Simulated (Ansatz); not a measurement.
# (BP)2(SiC)2 [001] superlattice, started as zinc blende: the cell at rest

Task: relax (BP)2(SiC)2 [001] superlattice, started as zinc blende tightly.

Program: Ansatz 0.2.0. Level of theory: DFT PBEsol, scalar-relativistic, plane waves, PAW. Results are calculated unless marked as measured.

This is a report of a sequence of runs, with most program output left out.

The structure was built from a prototype and need not be the compound's stable phase.

### 1. Starting point

The structure is orthorhombic, space group Pmm2 (No. 25). Conventional cell: a = 3.147 Å, b = 3.147 Å, c = 8.900 Å, α = 90.00°, β = 90.00°, γ = 90.00°. Nearest to B lie 2 C at 1.93 Å and 2 P at 1.93 Å. B has 4 P at 1.93 Å nearest. Nearest to C lie 4 Si at 1.93 Å. Nearest to C lie 2 Si at 1.93 Å and 2 B at 1.93 Å. Nearest to P lie 4 B at 1.93 Å. P has 2 Si at 1.93 Å and 2 B at 1.93 Å nearest. Farther neighbours are not listed.

### 2. Probe on a coarse mesh

A quick single point on a coarse mesh tells whether the cell has a gap and how far it is from rest, which sets the k mesh and smearing that follow.

File input.yaml:

```yaml
crystal:
  lattice:
    - [2.225, 2.225, 0.0]
    - [-2.225, 2.225, 0.0]
    - [0.0, 0.0, 8.9]
  atoms:
    - { symbol: B, position: [0.0, 0.0, 0.0] }
    - { symbol: B, position: [0.5, 0.5, 0.25] }
    - { symbol: C, position: [0.5, 0.0, 0.625] }
    - { symbol: C, position: [0.0, 0.5, 0.875] }
    - { symbol: P, position: [0.5, 0.0, 0.125] }
    - { symbol: P, position: [0.0, 0.5, 0.375] }
    - { symbol: Si, position: [0.0, 0.0, 0.5] }
    - { symbol: Si, position: [0.5, 0.5, 0.75] }
kpoints:
  mp_grid: { grid: [6, 6, 2] }
hamiltonian:
  xc: pbesol
scf:
  occupations: { method: gaussian, width: 0.1 }
output:
  forces: true
  stress: true
  eigenvalues: true
```

Launch:

```console
$ ansatz run input.yaml --threads 8 --pin off --max-ram 14336MiB --backend cpu --events-out ev --progress --plain --runs-dir out
```

It took 1.6 s on 8 threads of Arm Neoverse V1, shared host; peak memory 0.32 GiB.

Numbers from this step:

```
pressure          : 10.62 GPa
volume per atom   : 11.02 Å³
gap on the k-mesh : 0 eV
```

The coarse mesh shows no gap and a pressure of 10.6 GPa.

### 3. Coarse relaxation

A rough relaxation comes first, because large forces or stress need no tight tolerances yet.

input.yaml, as its differences from that of step 2:

```diff
@@ -24 +24,6 @@
   eigenvalues: true
+relax:
+  adjacent_minimum: "off"
+  f_tol: 0.05
+  max_steps: 80
+  cell: { stress_tol: 0.5 }
```

It took 6.9 s on 8 threads; peak memory 0.34 GiB; 49 s of CPU time.

Step by step:

| step | energy less that of the first step (eV) | largest force component (eV/Å) | pressure (GPa) | volume (Å³) |
| --- | --- | --- | --- | --- |
| 1 | 0.0000 | 9.8377 | 10.62 | 88.12 |
| 2 | -2.2534 | 2.2511 | -0.13 | 89.39 |
| 3 | -2.3762 | 0.9105 | -1.64 | 89.76 |
| 4 | -2.4286 | 0.1071 | -0.19 | 88.98 |
| 5 | -2.4298 | 0.0289 | 0.07 | 88.87 |
| 6* | -2.4307 | 0.0290 | 0.09 | 88.87 |

Relaxation steps marked * repeat the geometry before them on a plane-wave basis chosen anew for their cell, so energy and pressure can jump there.

The run keeps the 4 symmetry operations that it works with, so distortions that break them were not tested.

| conventional cell, symmetrised | before | after | change |
| --- | --- | --- | --- |
| a (Å) | 3.147 | 3.152 | +0.2 % |
| b (Å) | 3.147 | 3.152 | +0.2 % |
| c (Å) | 8.900 | 8.945 | +0.5 % |
| volume (Å³/atom) | 11.02 | 11.11 | +0.8 % |

The atoms that moved most (Å, as changes of fractional coordinates times the final cell):

| atom | dx | dy | dz | length |
| --- | --- | --- | --- | --- |
| Si7 | 0.000 | 0.000 | 0.277 | 0.277 |
| B1 | 0.000 | 0.000 | -0.213 | 0.213 |
| Si8 | 0.000 | 0.000 | 0.166 | 0.166 |
| P5 | 0.000 | 0.000 | -0.163 | 0.163 |
| C3 | 0.000 | 0.000 | 0.161 | 0.161 |
| B2 | 0.000 | 0.000 | -0.145 | 0.145 |
| P6 | 0.000 | 0.000 | -0.142 | 0.142 |
| C4 | 0.000 | 0.000 | 0.060 | 0.060 |

A gap read on the k-mesh alone can miss the band edges.

This step gave:

```
pressure           : 0.09317 GPa
volume per atom    : 11.11 Å³
gap on the k-mesh  : 0.05566 eV
direct gap on mesh : 0.5821 eV
```

In this step the volume went from 11.02 to 11.11 Å³/atom.

### 4. Relaxation

The cell and atoms are relaxed, since residual forces and stress would shift the frequencies.

File input.yaml:

```yaml
crystal:
  lattice:
    - [2.2288642688, 2.2288642688, 0.0]
    - [-2.2287849072, 2.2287849072, 0.0]
    - [0.0, 0.0, 8.9448083319]
  atoms:
    - { symbol: B, position: [0.0, 0.0, -0.0238018049] }
    - { symbol: B, position: [0.5, 0.5, 0.2338084818] }
    - { symbol: C, position: [0.5, 0.0, 0.6429457154] }
    - { symbol: C, position: [0.0, 0.5, 0.8817175761] }
    - { symbol: P, position: [0.5, 0.0, 0.1067416524] }
    - { symbol: P, position: [0.0, 0.5, 0.3590763827] }
    - { symbol: Si, position: [0.0, 0.0, 0.5309750572] }
    - { symbol: Si, position: [0.5, 0.5, 0.7685369392] }
kpoints:
  mp_grid: { grid: [10, 10, 4] }
hamiltonian:
  xc: pbesol
scf:
  occupations: { method: gaussian, width: 0.01 }
output:
  forces: true
  stress: true
  eigenvalues: true
  write_density: true
  write_potential: true
  elf: true
  volumetric_format: npy
relax:
  adjacent_minimum: "off"
  f_tol: 0.005
  max_steps: 80
  cell: { stress_tol: 0.05 }
```

Run time: 19 s. Hardware: 8 threads; peak memory 0.52 GiB; 2.4 min of CPU time.

Little changed from the start: no atom moved by 0.005 Å and no cell edge by 0.1 %.

Numbers from this step:

```yaml
pressure: 1.07e-4 GPa
gap_on_the_k_mesh: 0.05457 eV
direct_gap_on_mesh: 0.5859 eV
```

ELF in the ac plane at fractional y = 0.500, with atoms of B and C and P and Si within 0.2 Å of it. It is the smooth field of the valence electrons, not physical close to the nuclei.

Ten even steps from '_' (0.01) to '@' (0.94), each cell a mean:
```
####**++--::__________::--++**##
==++**##**++--......--++**##**++
__..++%%%%%%##==--==##%%%%%%++..
--++%%@@@@@@%%++--++%%@@@@@@%%++
##%%@@@@@@%%++--::--++%%@@@@@@%%
**####%%##==::::==::::==##%%####
----====--::..........::--====--
__......::--------------::......
________....::::::::::....______
______________......____________
::::....__________________....::
++++==--::..__________..::--==++
####**++==::..______..::==++**##
++++++++++==::..__..::==++++++++
____..==##**++--::--++**##==..__
____--%%@@@@%%**++**%%@@@@%%--__
--++%%@@@@@@%%++==++%%@@@@@@%%++
**##%%@@@@%%==..__..==%%@@@@%%##
--==++++**==::______::==**++++==
__....::--======--======--::....
______..::--++++**++++--::..____
________....::------::....______
________________________________
==--::..__________________..::--
```
Columns run along a (3.2 Å), rows up along c (8.9 Å). Atoms in or near the plane, at fractional coordinates: B at (0.50, 0.23), C at (0.00, 0.88), P at (0.00, 0.36), Si at (0.50, 0.77).

Valence density in the ac plane at fractional y = 0.500, with atoms of B and C and P and Si within 0.2 Å of it. It is the smooth field of the valence electrons, not physical close to the nuclei.

Ten even steps from '0' (0.0 e/Å³) to '9' (1.8 e/Å³), each cell a mean:
```
3321100000001123
8764210000012467
9996421111124699
9986532111235689
5544432000234445
1122210000012221
0001111101111100
0000011111110000
0000000000000000
0000000000000000
0000000000000000
1110000000000011
3221100000001122
3332110000011233
0123321000123321
0024432212234420
2345444333444543
2233344323443332
1111233222332111
0000122333221000
0000011222110000
0000000010000000
0000000000000000
0000000000000000
```
Columns run along a (3.2 Å), rows up along c (8.9 Å). Atoms in or near the plane, at fractional coordinates: B at (0.50, 0.23), C at (0.00, 0.88), P at (0.00, 0.36), Si at (0.50, 0.77).

Electrostatic potential energy in the ac plane at fractional y = 0.500, with atoms of B and C and P and Si within 0.2 Å of it. With pseudopotentials it is smooth inside the atoms' cores, unlike the true potential.

Values in eV, 24 rows by 16 columns, each cell a mean:
```
  2   4   7  10  12  13  13  13  13  13  13  13  12  10   7   4
-41 -36 -18   0   8  11  11  11  11  11  11  11   8   0 -18 -36
-57 -56 -40 -12   4   6   6   4   3   4   6   6   4 -12 -40 -56
-45 -40 -23  -5   1  -3 -13 -21 -24 -21 -13  -3   1  -5 -23 -40
 -3  -1   2   2  -5 -23 -39 -49 -52 -49 -39 -23  -5   2   2  -1
 10  10   8   3  -9 -30 -46 -56 -56 -56 -46 -30  -9   3   8  10
 11  11   9   5  -2 -16 -31 -40 -44 -40 -31 -16  -2   5   9  11
 11  11  10   8   6   2  -3  -8 -10  -8  -3   2   6   8  10  11
 11  11  11  10  10   9   8   8   8   8   8   9  10  10  11  11
 10  10  10  11  11  11  11  11  11  11  11  11  11  11  10  10
  9  10  10  11  11  12  12  12  12  12  12  12  11  11  10  10
  8   8   9  10  11  11  12  12  12  12  12  11  11  10   9   8
  0   1   3   6   8  10  11  12  12  12  11  10   8   6   3   1
-34 -30 -20  -8   2   7  10  11  11  11  10   7   2  -8 -20 -30
-57 -56 -50 -30  -8   4   8  10  11  10   8   4  -8 -30 -50 -56
-57 -57 -54 -33 -10   2   6   7   7   7   6   2 -10 -33 -54 -57
-44 -40 -28 -12  -1   1  -5 -12 -16 -12  -5   1  -1 -12 -28 -40
 -5  -3   0   3   1 -11 -31 -46 -51 -46 -31 -11   1   3   0  -3
  9   9   9   7   3 -12 -35 -50 -54 -50 -35 -12   3   7   9   9
 12  12  11  10   7   2 -10 -20 -24 -20 -10   2   7  10  11  12
 13  13  13  12  11   9   7   6   5   6   7   9  11  12  13  13
 13  13  13  13  12  12  11  11  11  11  11  12  12  13  13  13
 13  13  13  13  13  13  12  12  12  12  12  13  13  13  13  13
 12  13  13  13  13  13  13  13  13  13  13  13  13  13  13  13
```
Columns run along a (3.2 Å; values clipped at the 3rd and 97th percentile), rows up along c (8.9 Å). Atoms in or near the plane, at fractional coordinates: B at (0.50, 0.23), C at (0.00, 0.88), P at (0.00, 0.36), Si at (0.50, 0.77).

In this step the volume went from 11.11 to 11.11 Å³/atom.

### 5. Relaxing to small forces for the phonons

Phonons need a cell at rest on their own settings, so the relaxation is repeated with tight tolerances on forces and stress on the k mesh and occupations of the first response run.

File input.yaml:

```yaml
crystal:
  lattice:
    - [2.2297621852, 2.2297621852, 0.0]
    - [-2.2271787112, 2.2271787112, 0.0]
    - [0.0, 0.0, 8.9486922626]
  atoms:
    - { symbol: B, position: [0.0, 0.0, -0.0238745698] }
    - { symbol: B, position: [0.5, 0.5, 0.2338822286] }
    - { symbol: C, position: [0.5, 0.0, 0.642961993] }
    - { symbol: C, position: [0.0, 0.5, 0.8817229042] }
    - { symbol: P, position: [0.5, 0.0, 0.1066934689] }
    - { symbol: P, position: [0.0, 0.5, 0.3589657759] }
    - { symbol: Si, position: [0.0, 0.0, 0.5308888608] }
    - { symbol: Si, position: [0.5, 0.5, 0.7687593384] }
kpoints:
  mp_grid: { grid: [12, 12, 4] }
hamiltonian:
  xc: pbesol
scf:
  occupations: { method: gaussian, width: 0.01 }
output:
  forces: true
  stress: true
  eigenvalues: true
relax:
  adjacent_minimum: "off"
  f_tol: 0.001
  max_steps: 60
  cell: { stress_tol: 0.01 }
```

Elapsed: 17 s, on 8 threads; peak memory 0.58 GiB; 2.2 min of CPU time.

Little changed from the start: no atom moved by 0.005 Å and no cell edge by 0.1 %.

This step gave:

| Quantity | Value |
| --- | --- |
| pressure | -0.001870 GPa |
| gap on the k-mesh | 0.05430 eV |
| direct gap on mesh | 0.5864 eV |

The largest force component left is 0.62 meV/Å and the pressure is -0.002 GPa, within the tolerances set. The cell now holds 11.11 Å³/atom.

### 6. Outcome

- space group after relaxation (within 0.01 Å): Pmm2
- lattice constant a: 3.150 Å
- lattice constant b: 3.153 Å
- lattice constant c: 8.949 Å
- volume per atom: 11.1 Å³
- gap on the k-mesh: 0.0543 eV

**Reading.** The largest force component left is 0.62 meV/Å and the pressure is -0.002 GPa, within the tolerances set. The cell now holds 11.11 Å³/atom. The relaxation keeps the symmetry of its start, so it says nothing on stability against lower symmetry. The starting cell was built on a prototype and not taken from a measurement, so the phase need not exist.

[Logs are printed without paths, hosts, clocks, repeated set-up lines and the standing remarks that a program may print on its own settings, such as how far it seeks lower states.]

[Hosts, paths, dates, database ids (printed as entryN), source tags and the programs' standing remarks are cut or masked in the printed files.]
